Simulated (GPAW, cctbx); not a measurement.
# What do these deviations say about the bonding?

K2ZnAsI6, Fm-3m (no. 225), a = 11.6763 Å, b = 11.6763 Å, c = 11.6763 Å, α = 90.00°, β = 90.00°, γ = 90.00°.

```
atom  mult.    x    y       z
  I1     24    0    0  0.7510
 As1      4    0    0       0
 Zn1      4  1/2    0       0
  K1      8  1/4  3/4     3/4
```

The start was made by putting kin elements into a known structure type; the compound need not exist, or be stable, in this form.

Absolute values of the static structure factors of the conventional cell from DFT (PBE, GPAW) against free spherical atoms, in electrons:

```
hkl  d (Å)  free atoms  crystal
111  6.741       18.69    18.83
020  5.838      500.94   501.15
022  4.128       25.77    28.03
131  3.521        6.62     6.86
222  3.371     1004.33  1006.15
040  2.919     1389.89  1389.93
133  2.679        2.93     2.77
042  2.611      435.79   435.47
242  2.383       27.77    26.84
333  2.247       11.05    11.03
```

**Question.** Which way does charge move, and which reflections show it best?

Project each element's phase sum on the total phase. |F| rises if density moves to atoms that scatter in phase and falls if it moves to atoms that scatter against it; the rule is for low angles, since changes of shape take over beyond. Where all elements are in phase the terms compete, and the compactness of the donor's and the acceptor's density matters too.

| hkl | I in phase | As in phase | Zn in phase | K in phase | change (e) | (%) |
| --- | --- | --- | --- | --- | --- | --- |
| 111 | +0.2 | +4.0 | -4.0 | 0.0 | +0.14 | +0.7 |
| 020 | +8.0 | +4.0 | +4.0 | -8.0 | +0.21 | 0.0 |
| 022 | +8.0 | -4.0 | -4.0 | -8.0 | +2.26 | +8.8 |
| 131 | -0.1 | +4.0 | -4.0 | 0.0 | +0.24 | +3.7 |
| 222 | +24.0 | -4.0 | -4.0 | +8.0 | +1.83 | +0.2 |
| 040 | +24.0 | +4.0 | +4.0 | +8.0 | +0.04 | 0.0 |
| 133 | +0.3 | -4.0 | +4.0 | 0.0 | -0.16 | -5.4 |
| 042 | +8.0 | +4.0 | +4.0 | -8.0 | -0.31 | -0.1 |

Low-angle reflections that set elements apart and change by more than 0.05 e: 111, 020, 022, 131, 222, 133 and 042. The signs fit a gain of density on I and a loss on As, Zn and K, apart from 042. The best witness is 022, +8.8 %, where I enters with +8.0. The real-space density agrees: Voronoi charges I -0.15, As +0.18, Zn +0.21, K +0.27 e. The shortest bond, I–As, has Δρ = +0.04 e/Å³ at its midpoint.

[Outputs are excerpts: Python notices, other lines and further rows are left out; steps that failed or that the build refused (PBEsol, TPSS) are not shown.]

[Logs are printed without paths, hosts, clocks, repeated set-up lines and the standing remarks that a program may print on its own settings, such as how far it seeks lower states.]
